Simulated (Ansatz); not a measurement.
# Anharmonic phonons and stability of ThPb3 (Pm-3m), part 3 of 3

How do the phonons of ThPb3 change with temperature at fixed cell?

Ansatz 0.2.0; DFT LDA, scalar-relativistic, plane waves, PAW.

So far, pressure (GPa): step 2 (a first coarse run) -2.31; step 3 (k-mesh 10×10×10) -2.53; step 4 (k-mesh 10×10×10, occupations Methfessel-Paxton, smearing width …) -2.54.

**5. Self-consistent phonons (continued)**

600 K; each column in its own order of rank; one wavevector of each set of like ones; translations left out; no LO-TO term. Modes at 600K, by row, the first 40 of 45 rows:

```
 q1   q2   q3  rank  harmonic (cm⁻¹)  gaussian (cm⁻¹)  gaussian error (cm⁻¹)  hessian (cm⁻¹)  hessian error (cm⁻¹)  path integral (cm⁻¹)  path integral error (cm⁻¹)
  0    0    0     1             67.5             68.7                    0.3            66.4                   0.4                  65.9                         0.3
  0    0    0     2             67.5             68.7                    0.3            66.4                   0.4                  65.9                         0.3
  0    0    0     3             67.5             68.7                    0.3            66.4                   0.4                  65.9                         0.3
  0    0    0     4             73.2             75.7                    0.2            72.7                   0.3                  72.4                         0.3
  0    0    0     5             73.2             75.7                    0.2            72.7                   0.3                  72.4                         0.3
  0    0    0     6             73.2             75.7                    0.2            72.7                   0.3                  72.4                         0.3
  0    0    0     7            102.2            107.4                    0.2           103.3                   0.4                 103.1                         0.4
  0    0    0     8            102.2            107.4                    0.2           103.3                   0.4                 103.1                         0.4
  0    0    0     9            102.2            107.4                    0.2           103.3                   0.4                 103.1                         0.4
  0    0  0.5     1             42.9             46.1                    0.2            43.7                   0.2                  43.8                         0.2
  0    0  0.5     2             42.9             46.1                    0.2            43.7                   0.2                  43.8                         0.2
  0    0  0.5     3             49.9             51.9                    0.2            49.2                   0.2                  48.8                         0.2
  0    0  0.5     4             49.9             51.9                    0.2            49.2                   0.2                  48.8                         0.2
  0    0  0.5     5             52.4             63.9                    0.6            59.5                   0.8                  59.9                         0.4
  0    0  0.5     6             69.6             72.5                    0.3            70.2                   0.4                  70.1                         0.3
  0    0  0.5     7             70.3               75                    0.2            71.2                   0.4                  70.9                         0.3
  0    0  0.5     8             80.6             84.1                    0.2            81.1                   0.3                  80.8                         0.3
  0    0  0.5     9             80.8             86.5                    0.3            82.8                   0.4                  82.5                         0.3
  0    0  0.5    10             80.8             86.5                    0.3            82.8                   0.4                  82.5                         0.3
  0    0  0.5    11             89.6             94.7                    0.3            89.9                   0.4                  89.1                         0.4
  0    0  0.5    12             89.6             94.7                    0.3            89.9                   0.4                  89.1                         0.4
  0  0.5  0.5     1             33.5             39.2                    0.2            36.5                   0.3                  36.6                         0.2
  0  0.5  0.5     2             33.5             39.2                    0.2            36.5                   0.3                  36.6                         0.2
  0  0.5  0.5     3             39.9             42.4                    0.3            40.8                   0.4                  40.5                         0.3
  0  0.5  0.5     4               51             56.5                    0.4            53.3                   0.5                  52.9                         0.5
  0  0.5  0.5     5             54.6             59.1                    0.5            54.7                   0.7                  54.7                         0.3
  0  0.5  0.5     6             69.4             70.7                    0.4            67.9                   0.5                  67.6                         0.4
  0  0.5  0.5     7             69.4             75.3                    0.2            70.8                   0.3                  70.5                         0.2
  0  0.5  0.5     8             69.8             75.3                    0.2            70.8                   0.3                  70.5                         0.2
  0  0.5  0.5     9             80.3             86.6                    0.3            84.4                   0.7                  84.1                         0.3
  0  0.5  0.5    10             83.7             92.8                    0.2            89.5                   0.3                  89.6                         0.2
  0  0.5  0.5    11             95.7             99.1                    0.5            94.8                   0.6                  94.4                         0.6
  0  0.5  0.5    12             95.7             99.1                    0.5            94.8                   0.6                  94.4                         0.6
0.5  0.5  0.5     1             41.5             44.3                    0.6            42.3                   0.7                  42.3                         0.2
0.5  0.5  0.5     2             41.5             44.3                    0.6            42.3                   0.7                  42.3                         0.2
0.5  0.5  0.5     3             41.5             44.3                    0.6            42.3                   0.7                  42.3                         0.2
0.5  0.5  0.5     4             46.7             46.7                    0.3            45.3                   0.4                  44.9                         0.3
0.5  0.5  0.5     5             46.7             46.7                    0.3            45.3                   0.4                  44.9                         0.3
0.5  0.5  0.5     6             57.8             58.4                    0.2            55.1                   0.3                  54.6                         0.3
0.5  0.5  0.5     7             57.8             58.4                    0.2            55.1                   0.3                  54.6                         0.3
```

By temperature, by row:

```csv
T (K),verdict,pressure (GPa),error (GPa),vibrational free energy (eV/cell),entropy (J/mol-cell/K),free energy beyond the Gaussian (eV/cell),"mean-square displacement of the first Th, sum over three axes, rings (Å²)",rings doubtful
100,stable,-2.314,0.016,-0.008505,115.4,-3.40e-4,0.01164,false
300,stable,-1.713,0.034,-0.3737,219.2,-0.00286,0.03211,false
600,stable,-0.8489,0.027,-1.17,285.3,-0.011,0.06177,false
```

Table of lowest frequency on the supercell's wavevectors (translations apart) by temperature:

```
temperature (K)  harmonic (cm⁻¹)  gaussian (cm⁻¹)  hessian (cm⁻¹)  path integral (cm⁻¹)
            100             33.5             35.0            34.4                  34.5
            300             33.5             37.0            35.6                  35.6
            600             33.5             39.1            36.5                  36.6
```

Free-energy Hessian at 600 K, interpolated by phonopy, no LO-TO term. Phonon branches along the path, in cm⁻¹:

```
    point  branch 1  branch 2  branch 3  branch 4  branch 9  branch 10  branch 11  branch 12
        Γ         0         0         0        66        73        103        103        103
  halfway        24        24        40        62        75         96         98         98
        X        44        44        49        49        83         83         90         90
  halfway        38        40        47        52        82         85         90         93
        M        36        36        41        53        84         90         95         95
  halfway        19        33        56        57        82         92         93         97
        Γ         0         0         0        66        73        103        103        103
  halfway        28        28        55        55        73         90         99         99
        R        42        42        42        45        86        107        107        107
  halfway        38        41        48        51        83         92         97        100
        X        44        44        49        49        83         83         90         90
jump to M        36        36        41        53        84         90         95         95
  halfway        40        40        43        48        86         99        102        102
        R        42        42        42        45        86        107        107        107
```

The highest branch reaches 107 cm⁻¹ on this path, at R. No branch goes imaginary on this path.

**6. Results**

```json
{"100 K": "stable; softest mode 34.4 cm⁻¹ (harmonic 33.5); pressure -2.31 GPa", "300 K": "stable; softest mode 35.6 cm⁻¹ (harmonic 33.5); pressure -1.71 GPa", "600 K": "stable; softest mode 36.5 cm⁻¹ (harmonic 33.5); pressure -0.849 GPa"}
```

**Reading.** At fixed cell ThPb3 is judged stable at 100 K, stable at 300 K and stable at 600 K. The crystal is harmonically stable on these wavevectors; at fixed cell its lowest frequency is 33.5 cm⁻¹ in the harmonic picture and 36.5 cm⁻¹ from the free energy at 600 K. At 600 K the largest relative shift among harmonically stable modes above 20 cm⁻¹ that exceeds three times its error is at q = (0, 0, 0.5): 52.4 cm⁻¹ becomes 59.5 ± 0.8 cm⁻¹, matching modes by rank. The pressure column includes -2.7 GPa of the lattice at rest on the supercell's coarser k-mesh; in the Gaussian the ions' motion adds +1.82 GPa at 600 K, from the supercell's own modes alone. The cell is held fixed, the 32-atom supercell samples only its own wavevectors, and linewidths are not included; the verdicts are statistical. The PAW files were made for PBE and are used here under another functional, for which the program regenerates the frozen cores. The series or run stands on the volume of the database entry, not on this functional's own equilibrium cell.

[Logs are printed without paths, hosts, clocks, repeated set-up lines and the standing remarks that a program may print on its own settings, such as how far it seeks lower states.]

[Hosts, paths, dates, database ids (printed as entryN), source tags and the programs' standing remarks are cut or masked in the printed files.]

[A step with changed settings may run another functional than the one named; its input shows which.]
